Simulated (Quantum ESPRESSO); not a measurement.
**CrB2: energy against a fixed spin moment**

Aim: the energy of CrB2 as a function of the total spin moment of its primitive cell.

Calculated with Quantum ESPRESSO 7.5; PBEsol; plane waves with GBRV 1.5 PBEsol potentials, no spin-orbit coupling.

### Step 1. The structure

The structure is hexagonal, space group P6/mmm (No. 191). The conventional cell has a = 2.970 Å, b = 2.970 Å, c = 3.070 Å, α = 90.00°, β = 90.00°, γ = 120.00°. Nearest to Cr lie 12 B at 2.30 Å. Nearest to B lie 3 B at 1.71 Å and 6 Cr at 2.30 Å. Farther neighbours are not listed.

Structure file:

```cif
data_structure
_symmetry_space_group_name_H-M 'P6/mmm'
_symmetry_Int_Tables_number 191
_cell_length_a 2.9700
_cell_length_b 2.9700
_cell_length_c 3.0700
_cell_angle_alpha 90.000
_cell_angle_beta 90.000
_cell_angle_gamma 120.000
_cell_volume 23.45
loop_
_atom_site_label
_atom_site_type_symbol
_atom_site_symmetry_multiplicity
_atom_site_Wyckoff_symbol
_atom_site_fract_x
_atom_site_fract_y
_atom_site_fract_z
_atom_site_occupancy
Cr1 Cr 1 a 0.00000 0.00000 0.00000 1
B1 B 2 d 0.33333 0.66667 0.50000 1
```

The cell comes from the Crystallography Open Database.

### Step 2. The free run

Contents of pw.in:

```
&CONTROL
  calculation = 'scf'
  prefix = 'pwscf'
  outdir = './tmp'
  pseudo_dir = './pseudo'
  disk_io = 'nowf'
  tprnfor = .true.
  tstress = .true.
/
&SYSTEM
  ibrav = 0
  nat = 3
  ntyp = 2
  ecutwfc = 40
  ecutrho = 280
  nbnd = 18
  occupations = 'smearing'
  smearing = 'fd'
  degauss = 0.00367493
  nspin = 2
  starting_magnetization(1) = 0.1786
  starting_magnetization(2) = 0
/
&ELECTRONS
  conv_thr = 6d-09
  electron_maxstep = 150
  mixing_beta = 0.3
/
ATOMIC_SPECIES
Cr     51.9961 cr_pbesol_v1.5.uspp.F.UPF
B      10.8100 b_pbesol_v1.4.uspp.F.UPF
CELL_PARAMETERS angstrom
   2.9700000000    0.0000000000    0.0000000000
  -1.4850000000    2.5720954492    0.0000000000
   0.0000000000    0.0000000000    3.0700000000
ATOMIC_POSITIONS crystal
Cr      0.0000000000    0.0000000000    0.0000000000
B       0.3333333333    0.6666666667    0.5000000000
B       0.6666666667    0.3333333333    0.5000000000
K_POINTS automatic
10 10 10 0 0 0
```

Run with:

```bash
$ OMP_NUM_THREADS=1 mpirun -n 2 pw.x -nk 2 -in pw.in > pw.out
```

The program printed:

```text
Program PWSCF v.7.5 starts

     Message from routine setup:
     using ibrav=0 with symmetry is DISCOURAGED, use correct ibrav instead

     K-points division:     npool     =       2
     Subspace diagonalization in iterative solution of the eigenvalue problem:

     G-vector sticks info
     --------------------
     sticks:   dense  smooth     PW     G-vecs:    dense   smooth      PW
     Sum         595     349    109                12505     5399    1009

     Using Slab Decomposition

     bravais-lattice index     =            0
     lattice parameter (alat)  =       5.6125  a.u.
     unit-cell volume          =     158.2627 (a.u.)^3
     number of atoms/cell      =            3
     number of atomic types    =            2
     number of electrons       =        20.00
     number of Kohn-Sham states=           18
     kinetic-energy cutoff     =      40.0000  Ry
     charge density cutoff     =     280.0000  Ry
     scf convergence threshold =      6.0E-09
     mixing beta               =       0.3000
     number of iterations used =            8  plain     mixing
     Exchange-correlation= SLA  PW   PSX  PSC
                           (   1   4  10   8   0   0   0)

     celldm(1)=   5.612487  celldm(2)=   0.000000  celldm(3)=   0.000000
     celldm(4)=   0.000000  celldm(5)=   0.000000  celldm(6)=   0.000000

     crystal axes: (cart. coord. in units of alat)
               a(1) = (   1.000000   0.000000   0.000000 )
               a(2) = (  -0.500000   0.866025   0.000000 )
               a(3) = (   0.000000   0.000000   1.033670 )

     reciprocal axes: (cart. coord. in units 2 pi/alat)
               b(1) = (  1.000000  0.577350 -0.000000 )
               b(2) = (  0.000000  1.154701  0.000000 )
               b(3) = (  0.000000 -0.000000  0.967427 )

     PseudoPot. # 1 for Cr read from file:
     cr_pbesol_v1.5.uspp.F.UPF
     Pseudo is Ultrasoft + core correction, Zval = 14.0
     Generated by new atomic code, or converted to UPF format
     Using radial grid of  857 points,  6 beta functions with:
                l(1) =   0
                l(2) =   0
                l(3) =   1
                l(4) =   1
                l(5) =   2
                l(6) =   2
     Q(r) pseudized with  8 coefficients,  rinner =    0.950   0.950   0.950
                                                       0.950   0.950

     PseudoPot. # 2 for B  read from file:
     b_pbesol_v1.4.uspp.F.UPF
     Pseudo is Ultrasoft + core correction, Zval =  3.0
     Generated by new atomic code, or converted to UPF format
     Using radial grid of  781 points,  4 beta functions with:
                l(1) =   0
                l(2) =   0
                l(3) =   1
                l(4) =   1
     Q(r) pseudized with  8 coefficients,  rinner =    1.100   1.100   1.100

     atomic species   valence    mass     pseudopotential
     Cr               14.00    51.99610     Cr( 1.00)
     B                 3.00    10.81000     B ( 1.00)

     Starting magnetic structure
     atomic species   magnetization
     Cr              0.179
     B               0.000

     24 Sym. Ops., with inversion, found

   Cartesian axes

     site n.     atom                  positions (alat units)
         1        Cr     tau(   1) = (   0.0000000   0.0000000   0.0000000  )
         2        B      tau(   2) = (  -0.0000000   0.5773503   0.5168350  )
         3        B      tau(   3) = (   0.5000000   0.2886751   0.5168350  )

     number of k points=    84  Fermi-Dirac smearing, width (Ry)=  0.0037
                       cart. coord. in units 2pi/alat
        k(    1) = (   0.0000000   0.0000000   0.0000000), wk =   0.0010000
        k(    2) = (   0.0000000   0.0000000   0.0967427), wk =   0.0020000
        k(    3) = (   0.0000000   0.0000000   0.1934853), wk =   0.0020000
        k(    4) = (   0.0000000   0.0000000   0.2902280), wk =   0.0020000
        k(    5) = (   0.0000000   0.0000000   0.3869707), wk =   0.0020000
        [... 79 further k-points ...]

     Dense  grid:    12505 G-vectors     FFT dimensions: (  30,  30,  32)

     Smooth grid:     5399 G-vectors     FFT dimensions: (  24,  24,  24)

     Check: negative core charge=   -0.000006
     Generating pointlists ...
     new r_m :   0.3196 (alat units)  1.7940 (a.u.) for type    1
     new r_m :   0.2382 (alat units)  1.3367 (a.u.) for type    2

     Initial potential from superposition of free atoms

     starting charge      18.9994, renormalised to      20.0000

     negative rho (up, down):  9.754E-04 6.746E-04
     Starting wfcs are   18 randomized atomic wfcs

     Self-consistent Calculation

     iteration #  1     ecut=    40.00 Ry     beta= 0.30
     Davidson diagonalization with overlap
     ethr =  1.00E-02,  avg # of iterations =  4.1

     negative rho (up, down):  1.118E-03 1.035E-03

     total energy              =    -187.07323497 Ry
     estimated scf accuracy    <       3.92758578 Ry

     total magnetization       =     0.70 Bohr mag/cell
     absolute magnetization    =     0.77 Bohr mag/cell

     iteration #  2     ecut=    40.00 Ry     beta= 0.30
     Davidson diagonalization with overlap
     ethr =  1.00E-02,  avg # of iterations =  2.3

     negative rho (up, down):  7.745E-04 1.009E-03

     total energy              =    -187.86348021 Ry
     estimated scf accuracy    <       1.96630105 Ry

     total magnetization       =     1.58 Bohr mag/cell
     absolute magnetization    =     1.88 Bohr mag/cell

     iteration #  3     ecut=    40.00 Ry     beta= 0.30
     Davidson diagonalization with overlap
     ethr =  9.83E-03,  avg # of iterations =  1.0

     negative rho (up, down):  5.282E-04 1.206E-03

     total energy              =    -188.17259456 Ry
     estimated scf accuracy    <       0.04771479 Ry

     total magnetization       =     1.53 Bohr mag/cell
     absolute magnetization    =     1.63 Bohr mag/cell

     [... further iterations left out ...]

     iteration # 14     ecut=    40.00 Ry     beta= 0.30
     Davidson diagonalization with overlap
     ethr =  2.21E-10,  avg # of iterations =  1.5

     negative rho (up, down):  2.253E-04 1.346E-03

     total energy              =    -188.18433768 Ry
     estimated scf accuracy    <       0.00000007 Ry

     total magnetization       =     1.23 Bohr mag/cell
     absolute magnetization    =     1.33 Bohr mag/cell

     iteration # 15     ecut=    40.00 Ry     beta= 0.30
     Davidson diagonalization with overlap
     ethr =  2.21E-10,  avg # of iterations =  1.5

     negative rho (up, down):  2.197E-04 1.351E-03

     total energy              =    -188.18433560 Ry
     estimated scf accuracy    <       0.00000016 Ry

     total magnetization       =     1.23 Bohr mag/cell
     absolute magnetization    =     1.33 Bohr mag/cell

     iteration # 16     ecut=    40.00 Ry     beta= 0.30
     Davidson diagonalization with overlap
     ethr =  2.21E-10,  avg # of iterations =  3.1

     negative rho (up, down):  2.263E-04 1.345E-03

     total energy              =    -188.18433597 Ry
     estimated scf accuracy    <       0.00000206 Ry

     total magnetization       =     1.24 Bohr mag/cell
     absolute magnetization    =     1.33 Bohr mag/cell

     iteration # 17     ecut=    40.00 Ry     beta= 0.30
     Davidson diagonalization with overlap
     ethr =  2.21E-10,  avg # of iterations =  3.5

     negative rho (up, down):  2.263E-04 1.345E-03

     Magnetic moment per site  (integrated on atomic sphere of radius R)
     atom   1 (R=0.320)  charge= 11.8138  magn=  1.1679
     atom   2 (R=0.238)  charge=  1.3268  magn= -0.0138
     atom   3 (R=0.238)  charge=  1.3268  magn= -0.0138

     End of self-consistent calculation

     Number of k-points >= 100: set verbosity='high' to print the bands.

     the Fermi energy is    16.4182 ev

!    total energy              =    -188.18433777 Ry
     estimated scf accuracy    <          7.5E-10 Ry
     smearing contrib. (-TS)   =      -0.00120253 Ry
     internal energy E=F+TS    =    -188.18313524 Ry

     The total energy is F=E-TS. E is the sum of the following terms:
     one-electron contribution =     -69.36783119 Ry
     hartree contribution      =      45.86630535 Ry
     xc contribution           =     -28.31562542 Ry
     ewald contribution        =    -136.36598398 Ry

     total magnetization       =     1.23 Bohr mag/cell
     absolute magnetization    =     1.33 Bohr mag/cell

     convergence has been achieved in  17 iterations

     negative rho (up, down):  2.263E-04 1.345E-03

     Forces acting on atoms (cartesian axes, Ry/au):

     atom    1 type  1   force =     0.00000000    0.00000000   -0.00000000
     atom    2 type  2   force =    -0.00000000   -0.00000000    0.00000000
     atom    3 type  2   force =     0.00000000   -0.00000000    0.00000000

     Total force =     0.000000     Total SCF correction =     0.000000

     Computing stress (Cartesian axis) and pressure

     negative rho (up, down):  2.263E-04 1.345E-03
          total   stress  (Ry/bohr**3)                   (kbar)     P=     -106.33
  -0.00061063  -0.00000000   0.00000000          -89.83       -0.00        0.00
  -0.00000000  -0.00061063   0.00000000           -0.00      -89.83        0.00
   0.00000000   0.00000000  -0.00094728            0.00        0.00     -139.35

=------------------------------------------------------------------------------=
   JOB DONE.
=------------------------------------------------------------------------------=
```

Run time: 26 s. Hardware: 2 MPI ranks of Arm Neoverse V1, shared host; peak memory 0.17 GiB; 52 s of CPU time.

Spin moment in the atom's sphere by atom:

| atom | spin moment in the atom's sphere (μB) |
| --- | --- |
| Cr1 | 1.17 |
| B2 | -0.01 |
| B3 | -0.01 |

This step gave:

```yaml
smearing_term_ts: 0.01636 eV
pressure: -10.63 GPa
magnetization: 1.231 μB
absolute_magnetization: 1.326 μB
final_state: ferromagnetic
```

### Step 3. Moment fixed at 0 μB

The two spin channels are filled to separate Fermi energies, so that the total moment meets the target. Half of the up one less the down one is the slope dE/dM.

pw.in: that of step 2 with these lines changed.

```diff
@@ -20,4 +20,5 @@
   nspin = 2
-  starting_magnetization(1) = 0.1786
+  starting_magnetization(1) = 0.0089
   starting_magnetization(2) = 0
+  tot_magnetization = 0
 /
```

The program printed:

```text
     [... lines left out ...]
Program PWSCF v.7.5 starts
     [... lines left out ...]
     number of atoms/cell      =            3
     [... lines left out ...]
     number of electrons       =        20.00 (up:  10.00, down:  10.00)
     number of Kohn-Sham states=           18
     kinetic-energy cutoff     =      40.0000  Ry
     charge density cutoff     =     280.0000  Ry
     scf convergence threshold =      6.0E-09
     [... lines left out ...]
     24 Sym. Ops., with inversion, found
     [... lines left out ...]
     number of k points=    84  Fermi-Dirac smearing, width (Ry)=  0.0037
     [... lines left out ...]
     iteration # 13     ecut=    40.00 Ry     beta= 0.30
     [... lines left out ...]
     Magnetic moment per site  (integrated on atomic sphere of radius R)
     atom   1 (R=0.320)  charge= 11.8051  magn=  0.0000
     atom   2 (R=0.238)  charge=  1.3247  magn= -0.0000
     atom   3 (R=0.238)  charge=  1.3247  magn= -0.0000
     [... lines left out ...]
     the spin up/dw Fermi energies are    16.5606   16.5605 ev
!    total energy              =    -188.18017116 Ry
     estimated scf accuracy    <          1.2E-09 Ry
     smearing contrib. (-TS)   =      -0.00172374 Ry
     [... lines left out ...]
     total magnetization       =     0.00 Bohr mag/cell
     absolute magnetization    =     0.00 Bohr mag/cell
     convergence has been achieved in  13 iterations
     [... lines left out ...]
     Total force =     0.000000     Total SCF correction =     0.000000
     [... lines left out ...]
          total   stress  (Ry/bohr**3)                   (kbar)     P=     -147.80
     [... lines left out ...]
```

The job ended after 20 s (2 MPI ranks; peak memory 0.17 GiB).

Numbers from this step:

```
magnetization                                 : 0 μB
absolute magnetization                        : 0 μB
half the difference of the two Fermi energies : 0.1 meV
largest moment                                : 0 μB
```

### Step 4. Moment fixed at 0.305 μB

pw.in: that of step 3 with these lines changed.

```diff
@@ -20,5 +20,5 @@
   nspin = 2
-  starting_magnetization(1) = 0.0089
+  starting_magnetization(1) = 0.0218
   starting_magnetization(2) = 0
-  tot_magnetization = 0
+  tot_magnetization = 0.305
 /
```

The program printed:

```text
     [... lines left out ...]
Program PWSCF v.7.5 starts
     [... lines left out ...]
     number of atoms/cell      =            3
     [... lines left out ...]
     number of electrons       =        20.00 (up:  10.15, down:   9.85)
     number of Kohn-Sham states=           18
     kinetic-energy cutoff     =      40.0000  Ry
     charge density cutoff     =     280.0000  Ry
     scf convergence threshold =      6.0E-09
     [... lines left out ...]
     24 Sym. Ops., with inversion, found
     [... lines left out ...]
     number of k points=    84  Fermi-Dirac smearing, width (Ry)=  0.0037
     [... lines left out ...]
     iteration # 15     ecut=    40.00 Ry     beta= 0.30
     [... lines left out ...]
     Magnetic moment per site  (integrated on atomic sphere of radius R)
     atom   1 (R=0.320)  charge= 11.8068  magn=  0.2855
     atom   2 (R=0.238)  charge=  1.3247  magn= -0.0017
     atom   3 (R=0.238)  charge=  1.3247  magn= -0.0017
     [... lines left out ...]
     the spin up/dw Fermi energies are    16.4768   16.6272 ev
!    total energy              =    -188.18107506 Ry
     estimated scf accuracy    <          8.9E-10 Ry
     smearing contrib. (-TS)   =      -0.00170418 Ry
     [... lines left out ...]
     total magnetization       =     0.30 Bohr mag/cell
     absolute magnetization    =     0.32 Bohr mag/cell
     convergence has been achieved in  15 iterations
     [... lines left out ...]
     Total force =     0.000000     Total SCF correction =     0.000000
     [... lines left out ...]
          total   stress  (Ry/bohr**3)                   (kbar)     P=     -143.75
     [... lines left out ...]
```

The job ended after 22 s (2 MPI ranks; peak memory 0.17 GiB; 45 s of CPU time).

Spin moment in the atom's sphere by atom:

| atom | spin moment in the atom's sphere (μB) |
| --- | --- |
| Cr1 | 0.285 |
| B2 | -0.002 |
| B3 | -0.002 |

Read from the output:

```
magnetization                                 : 0.305 μB
absolute magnetization                        : 0.32 μB
half the difference of the two Fermi energies : -75.2 meV
```

### Step 5. Moment fixed at 0.61 μB

pw.in: that of step 4 with these lines changed.

```diff
@@ -20,5 +20,5 @@
   nspin = 2
-  starting_magnetization(1) = 0.0218
+  starting_magnetization(1) = 0.0436
   starting_magnetization(2) = 0
-  tot_magnetization = 0.305
+  tot_magnetization = 0.61
 /
```

The program printed:

```text
     [... lines left out ...]
Program PWSCF v.7.5 starts
     [... lines left out ...]
     number of atoms/cell      =            3
     [... lines left out ...]
     number of electrons       =        20.00 (up:  10.30, down:   9.70)
     number of Kohn-Sham states=           18
     kinetic-energy cutoff     =      40.0000  Ry
     charge density cutoff     =     280.0000  Ry
     scf convergence threshold =      6.0E-09
     [... lines left out ...]
     24 Sym. Ops., with inversion, found
     [... lines left out ...]
     number of k points=    84  Fermi-Dirac smearing, width (Ry)=  0.0037
     [... lines left out ...]
     iteration # 13     ecut=    40.00 Ry     beta= 0.30
     [... lines left out ...]
     Magnetic moment per site  (integrated on atomic sphere of radius R)
     atom   1 (R=0.320)  charge= 11.8102  magn=  0.5710
     atom   2 (R=0.238)  charge=  1.3246  magn= -0.0036
     atom   3 (R=0.238)  charge=  1.3246  magn= -0.0036
     [... lines left out ...]
     the spin up/dw Fermi energies are    16.4311   16.5493 ev
!    total energy              =    -188.18284690 Ry
     estimated scf accuracy    <          3.9E-09 Ry
     smearing contrib. (-TS)   =      -0.00142183 Ry
     [... lines left out ...]
     total magnetization       =     0.61 Bohr mag/cell
     absolute magnetization    =     0.64 Bohr mag/cell
     convergence has been achieved in  13 iterations
     [... lines left out ...]
     Total force =     0.000000     Total SCF correction =     0.000000
     [... lines left out ...]
          total   stress  (Ry/bohr**3)                   (kbar)     P=     -135.89
     [... lines left out ...]
```

The job ended after 20 s (2 MPI ranks; peak memory 0.17 GiB).

Read from the output:

* magnetization: 0.61 μB
* absolute magnetization: 0.639 μB
* half the difference of the two Fermi energies: -59.1 meV
* largest moment: 0.5710 μB

### Step 6. All moments

The runs not shown differ in the target, the start and the number of states alone. The point at 1.23 μB is the free run, entered with slope zero.

The energy over the lowest by total spin moment:

| total spin moment (μB a cell) | energy over the lowest (meV a cell) |
| --- | --- |
| 0.000 | 56.7 |
| 0.305 | 44.4 |
| 0.610 | 20.3 |
| 0.916 | 6.78 |
| 1.221 | 0.0122 |
| 1.231 | 0 |
| 1.526 | 11.7 |
| 1.831 | 43.8 |

dE/dM against total spin moment:

| total spin moment (μB a cell) | dE/dM (meV/μB) |
| --- | --- |
| 0.000 | 0.0609 |
| 0.305 | -75.2 |
| 0.610 | -59.1 |
| 0.916 | -34.7 |
| 1.221 | -2.37 |
| 1.231 | 0 |
| 1.526 | 68.7 |
| 1.831 | 175 |

Table of largest site moment by total spin moment:

| total spin moment (μB a cell) | largest site moment (μB) |
| --- | --- |
| 0.000 | 1.7e-5 |
| 0.305 | 0.285 |
| 0.610 | 0.571 |
| 0.916 | 0.865 |
| 1.221 | 1.16 |
| 1.231 | 1.17 |
| 1.526 | 1.44 |
| 1.831 | 1.71 |

### Step 7. What came out

```
moment of the free run                              : 1.23 μB a cell
energy at zero total moment                         : 56.7 meV a cell over the lowest
ΔE/ΔM² from the lowest point to 1.53 and to 0.92 μB : 135 and 68 meV/μB²
```

**Reading.** At zero total moment the site moments vanish, so the 57 meV a cell is the energy of forming them. The points show one minimum alone. The cell holds one seeded atom, so opposed orders, which may lie lower, cannot form in it.

[Logs and program files are shortened in this print: banners, set-up blocks, solver, clock and traceback lines can be left out without a mark of their own.]

[Logs are printed without paths, hosts, clocks, repeated set-up lines and the standing remarks that a program may print on its own settings, such as how far it seeks lower states.]

[Hosts, paths, dates, database ids (printed as entryN), source tags and the programs' standing remarks are cut or masked in the printed files.]

[Where a cell is said to come from a database of computed structures, the database is the Materials Project.]
